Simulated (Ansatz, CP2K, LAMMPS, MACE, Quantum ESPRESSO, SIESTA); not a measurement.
**Amorphous 86SiO2-14Al2O3 (mol %) (92 atoms): one relaxed cell, several methods**

Aim: relax amorphous 86SiO2-14Al2O3 (mol %) (92 atoms), then compare forces, pressure and levels from several programs at that geometry.

All numbers are calculated, not measured.

## (1) Set-up

The cell holds 92 atoms (24 Si, 8 Al and 60 O), with edges of 10.94, 10.94 and 10.94 Å. Recipe: 92 atoms (24 Si, 8 Al, 60 O) placed at random at 2.34 g/cm³, melted at 5000 K for 10 ps at fixed volume with the Morse and Coulomb pair potential with partial charges (Pedone, Malavasi, Menziani, Cormack and Segre, J. Phys. Chem. B 110, 11780 (2006)). Quenched from 5000 K to 300 K at 50 K/ps and fixed volume, held 5 ps, then minimised at fixed cell. Then the atoms were relaxed with MACE MPA-0 medium in the fixed cell. Then the atoms were relaxed with CP2K double zeta, PBE.

## (2) The relaxation

CP2K double zeta (DZVP-MOLOPT-SR, GTH-PBE potentials, 480 Ry; k-points Γ) took 16 geometry steps and reached its thresholds. It started from the geometry that MACE MPA-0 medium had relaxed.

Run time: 5.5 min. Hardware: 8 threads of Arm Neoverse V1, shared host; peak memory 1.8 GiB; 35 min of CPU time.

```tsv
	before	after
energy (meV/atom)	0	-2.1
Si-O bonds under 2.16 Å	96 at 1.647 Å	96 at 1.649 Å
Al-O bonds under 2.38 Å	32 at 1.807 Å	32 at 1.810 Å
```

Atoms moved by 0.03 Å r.m.s. and 0.06 Å at most, with the common shift taken off.

## (3) Structure of the relaxed cell

Density 2.34 g/cm³, 14.24 Å³ an atom.

Pair distribution functions g(r), in bins of 0.2 Å:

```tsv
r (Å)	total	O-O	O-Si	O-Al	Si-Si	Si-Al	Al-Al
1.50	0.55	0.00	1.60	0.00	0.00	0.00	0.00
1.70	4.37	0.00	10.84	6.09	0.00	0.00	0.00
1.90	0.60	0.00	0.42	4.04	0.00	0.00	0.00
2.10	0.06	0.00	0.00	0.53	0.00	0.00	0.00
2.30	0.00	0.00	0.00	0.00	0.00	0.00	0.00
2.50	0.49	1.16	0.00	0.00	0.00	0.00	0.00
2.70	2.04	4.71	0.05	0.00	0.00	0.35	0.00
2.90	0.89	1.69	0.04	0.25	1.24	0.33	3.81
3.10	1.05	0.76	0.41	0.44	5.11	3.35	4.90
3.30	0.86	0.43	0.88	0.99	1.38	2.77	5.99
3.50	0.64	0.43	0.97	0.98	0.15	0.00	1.39
3.70	0.76	0.45	1.17	1.27	0.27	0.19	0.00
3.90	0.97	0.59	1.53	1.08	0.35	0.88	1.08
4.10	1.28	0.79	1.94	1.94	0.32	0.95	0.00
4.30	1.23	1.01	1.73	1.17	0.88	0.59	0.00
4.50	0.97	1.06	0.66	1.67	1.08	0.80	0.00
4.70	0.92	1.21	0.56	0.90	0.83	1.10	0.71
4.90	1.00	1.24	0.65	0.95	0.98	1.35	1.37
5.10	1.17	1.41	0.95	0.71	1.39	1.46	0.61
5.30	1.05	1.31	0.80	0.58	1.48	1.16	0.56
```

Bonds by pair of elements; cutoffs follow the first minimum of g(r), held within bounds set by covalent radii, and pairs that aren't listed don't count as bonded:

```tsv
pair A-B	cutoff (Å)	bonds	mean length (Å)	spread (Å)	shortest (Å)	B about A	A about B
O-Si	2.16	96	1.65	0.058	1.57	1.6	4
O-Al	2.38	32	1.81	0.092	1.67	0.533	4
```

How many atoms have how many bonded neighbours:

```tsv
element	mean	2	3	4
Al	4	0	0	8
O	2.13	52	8	0
Si	4	0	0	24
```

Bond angles, per cent of each kind in bins of 5°:

```tsv
angle (°)	O-Si-O	O-Al-O	Si-O-Si	Al-O-Si	Al-O-Al
85–90	0.0	2.1	0.0	0.0	0.0
90–95	0.0	2.1	0.0	0.0	0.0
95–100	6.2	10.4	0.0	0.0	0.0
100–105	21.5	18.8	0.0	4.0	0.0
105–110	26.4	29.2	0.0	0.0	20.0
110–115	27.1	16.7	2.4	0.0	30.0
115–120	13.2	8.3	4.9	16.0	20.0
120–125	4.9	4.2	9.8	8.0	0.0
125–130	0.7	2.1	9.8	8.0	20.0
130–135	0.0	2.1	22.0	12.0	0.0
135–140	0.0	4.2	4.9	8.0	10.0
140–145	0.0	0.0	12.2	12.0	0.0
145–150	0.0	0.0	9.8	8.0	0.0
150–155	0.0	0.0	9.8	8.0	0.0
155–160	0.0	0.0	4.9	0.0	0.0
160–165	0.0	0.0	2.4	12.0	0.0
165–170	0.0	0.0	7.3	4.0	0.0
```

Bond angles (no mean is given where the spread exceeds 20°):

```tsv
angle	count	mean (°)	spread (°)
O-Si-O	144	109	6.2
O-Al-O	48	109	10.2
Si-O-Si	41	139	14.5
Al-O-Si	25	137	16.5
Al-O-Al	10	118	9.1
```

Oxygen atoms by the number of network formers (Si, P, Ge, B, Al, As, Ga) bound to them:

```tsv
network formers bound to O	O atoms	per cent
0	0	0
1	0	0
2	52	86.7
3	8	13.3
```

Network units: each former by its oxygen neighbours and how many of them bridge to another former:

```tsv
former	O neighbours	bridging O	atoms
Si	4	4	24
Al	4	4	8
```

Bond length by coordination (bonds to H left out):

```tsv
element	coordination	atoms	mean bond length (Å)
O	2	52	1.65
O	3	8	1.85
```

Rings of the network by King's shortest-path rule, up to 12 atoms, one path for each pair of neighbours; H, halogens, alkali and alkaline-earth atoms are left out, and the last column divides by all other atoms, bonded or not:

```tsv
ring size (atoms)	rings	per network atom
6	5	0.054
8	11	0.12
10	22	0.239
12	19	0.207
```

For some of the pairs, g(r) has its first main peak near 2.7 Å (O-O), 1.6 Å (O-Si), 1.8 Å (O-Al), 3.1 Å (Si-Si), 3.2 Å (Si-Al) and 3.2 Å (Al-Al). With the cutoffs above, all Al atoms have 4, 87 % of O atoms have 2 and all Si atoms have 4 bonded neighbours. The O-Si-O angle averages 109° with a spread of 6°. 87 % of the oxygens bridge two formers (Si and Al) and 0 % are non-bridging; 13 % join three. The commonest Si unit has 4 oxygens, 4 of them shared with other formers (24 of 24 atoms). Rings of 10 atoms are the most common (39 % of those counted); sizes run from 6 to 12, where the search stops.

## (4) The plane-wave reference

Quantum ESPRESSO 7.5: Kohn-Sham DFT, PBE, SSSP efficiency 1.3.0 pseudopotentials, plane waves. Its input for the relaxed cell:

```
&control
  calculation = 'scf'
  pseudo_dir = './pseudo'
  outdir = './tmp'
  disk_io = 'none'
  tprnfor = .true.
  tstress = .true.
/
&system
  ibrav = 0
  nat = 92
  ntyp = 3
  ecutwfc = 60
  ecutrho = 480
  nosym = .true.
  occupations = 'smearing'
  smearing = 'fd'
  degauss = 0.003675
/
&electrons
  conv_thr = 4.6e-07
  electron_maxstep = 100
  mixing_beta = 0.4
  mixing_mode = 'plain'
  diagonalization = 'david'
/
ATOMIC_SPECIES
Si 28.085 Si.upf
Al 26.982 Al.upf
O 15.999 O.upf
CELL_PARAMETERS angstrom
10.94310 0.00000 0.00000
0.00000 10.94310 0.00000
0.00000 0.00000 10.94310
ATOMIC_POSITIONS crystal
Si 0.77484 0.27008 0.63859
Si 0.68484 0.53019 0.20769
Si 0.38318 0.92212 0.60168
[... 87 atom lines left out ...]
O 0.79315 0.13958 0.58002
O 0.41374 0.12684 0.26693
K_POINTS gamma
```

The job ended after 2.3 min (8 MPI ranks of Arm Neoverse V1, shared host; peak memory 4.7 GiB).

## (5) All levels at this geometry

CPU times are from a shared host and are rough.

```
                level                    basis or training data  k-points  own r.m.s. force (meV/Å)  difference from the reference (meV/Å)  pressure (GPa)  Kohn-Sham gap (eV)  CPU time  memory (GiB)
              QE, PBE   plane waves, SSSP efficiency, 60/480 Ry         Γ                       105                                      -           -2.12                3.69    19 min           4.7
CP2K triple zeta, PBE     TZV2P-UZH, GTH-PBE potentials, 600 Ry         Γ                       128                                     95           -3.62                3.66    17 min           5.6
      SIESTA DZP, PBE  DZP orbitals, shift 0.01 Ry, mesh 400 Ry         Γ                       167                                    162            0.40                3.78   5.6 min           2.4
    MACE MPA-0 medium        trained on PBE(+U) plane-wave data         -                       118                                     56           -1.99                   -     9.4 s           1.1
```

The gap is the spacing of the highest filled and lowest empty Kohn-Sham level on the mesh; a dash marks partly filled levels, a spacing under 0.15 eV or a method without such levels.

## (6) What came out

Relaxation in the fixed cell lowers the energy by 2 meV/atom at its own level and moves atoms by up to 0.06 Å. The reference finds an r.m.s. force of 105 meV/Å there and a pressure of -2.12 GPa, at a geometry that CP2K double zeta made. Forces differ from the reference's by 56 meV/Å (MACE MPA-0 medium), 95 meV/Å (CP2K triple zeta, PBE) and 162 meV/Å (SIESTA DZP, PBE).

CP2K double zeta is at its own minimum here, so the reference's force is itself a measure of how the two differ. Pressures lie +0.1 GPa (MACE MPA-0 medium), -1.5 GPa (CP2K triple zeta, PBE) and +2.5 GPa (SIESTA DZP, PBE) from the reference's. The highest filled and lowest empty levels lie 3.69 eV apart in the reference, against 3.66 eV in CP2K triple zeta, PBE and 3.78 eV in SIESTA DZP, PBE. With the cutoffs above, all Al atoms have 4, 87 % of O atoms have 2 and all Si atoms have 4 bonded neighbours. 87 % of the oxygens bridge two formers (Si and Al) and 0 % are non-bridging; 13 % join three.

**Limits.** The density was set by the recipe and held. One sample of a disordered cell; defect or tail levels can set the gap. Gaps are read on the mesh, which holds the band edges only if they fold onto it, and semilocal functionals tend to put them under measured ones. The quench rate of 50 K/ps is many orders above laboratory rates, so the cell is likely richer in defects and strain than a real sample. The reference samples only Γ, in a cell whose shortest periodic width is 11 Å. The plane-wave runs aren't exact: their cutoffs and mesh weren't converged further here. SIESTA's automatically made basis is far from complete, and its potentials were converted by us (checked for H, C, O, Si, Ge and Ca alone). Where levels are smeared, the DFT runs use Fermi–Dirac occupations at 580 K (0.05 eV), and energies are free energies.

[Logs are printed without paths, hosts, clocks, repeated set-up lines and the standing remarks that a program may print on its own settings, such as how far it seeks lower states.]

[Hosts, paths, dates, database ids (printed as entryN), source tags and the programs' standing remarks are cut or masked in the printed files.]
